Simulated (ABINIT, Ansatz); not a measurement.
### How the form of the self-energy moves the gap of CsCaF3 (Pm-3m)

The structure is cubic, space group Pm-3m (No. 221). Conventional cell: a = 4.521 Å, b = 4.521 Å, c = 4.521 Å, α = 90.00°, β = 90.00°, γ = 90.00°. Cs has 12 F at 3.20 Å nearest. Ca has 6 F at 2.26 Å nearest. Nearest to F lie 2 Ca at 2.26 Å and 4 Cs at 3.20 Å. Farther neighbours, and contacts between anions beyond the nearest, are not listed.

```
Cs Ca F
1.0
     4.52053    0.00000    0.00000
     0.00000    4.52053    0.00000
     0.00000    0.00000    4.52053
Cs Ca F
1 1 3
Cartesian
  0.0000 0.0000 0.0000
  2.2603 2.2603 2.2603
  0.0000 2.2603 2.2603
  2.2603 0.0000 2.2603
  2.2603 2.2603 0.0000
```

| Item | Value |
| --- | --- |
| method | RPA screening on LDA, plane waves, norm-conserving pseudopotentials (and 3 further levels or steps) |
| program | ABINIT 10.8.3 |
| settings | cutoff 36 Ha, PseudoDojo scalar-relativistic 0.4.1 standard, norm-conserving, ngkpt (2, 2, 2), nband 81, ecuteps 4.2 Ha, gwcalctyp 2, nfreqre 16, nfreqim 8, inclvkb 2, freqremax 40 eV, spmeth 1, nomegasf 120, shiftk (0, 0, 0), symchi 1, awtr 1, frequency cd, 2×2×2 k-mesh |
| cost | 8 runs, 1.9 min in all on 4 MPI ranks of Arm Neoverse V1, shared host |
| notes | The program’s warnings: Min real frequency set to default [Ha] =. The cell and positions are those that the Materials Project relaxed with its own functionals (PBE, PBE+U or r2SCAN), kept fixed. Limits: no spin-orbit coupling. The 2×2×2 mesh is coarse for this cell, which bears on the long-range parts of exchange and screening. |
| G0W0, Godby-Needs plasmon pole | 10.375 eV |
| G0W0, Engel-Farid plasmon pole | 10.367 eV |
| G0W0, Hybertsen-Louie plasmon pole | 11.140 eV |
| one-shot Hartree-Fock | 19.137 eV |
| G0W0, contour deformation | 10.326 eV |
| known limits | short of the basis limit; no spin-orbit coupling; coarse k mesh |

G0W0, Engel-Farid plasmon pole: −0.008 eV against G0W0, Godby-Needs plasmon pole. G0W0, Hybertsen-Louie plasmon pole: +0.765 eV against G0W0, Godby-Needs plasmon pole.

[Long decimals in the printed logs are rounded to 6 places.]

[Logs are printed without paths, hosts, clocks, repeated set-up lines and the standing remarks that a program may print on its own settings, such as how far it seeks lower states.]

[Paths, hosts, dates, memory and timing lines, banners, echoed tables and standing remarks are left out of the program output; an Ansatz launch command may be rebuilt from the run's recorded settings. Measured values are a selection of at most five: reports struck by readers or far from the other reports are left out. None is set beside runs whose start may be inverted or whose files or cutoffs have a known fault.]

[Runs of the session that timed out or met a known fault of the program may be left out.]

[Hosts, paths, dates, database ids (printed as entryN), source tags and the programs' standing remarks are cut or masked in the printed files.]

[G0W0 gaps are taken among the corrected bands and points alone; a level outside them can change the order at an edge.]

[Where Ansatz stands beside ABINIT at settings called matched, ABINIT's density can come from a denser mesh and the files from another edition; pairs whose starting gaps differed by over 0.03 eV were left out, so agreement reads better than it is.]
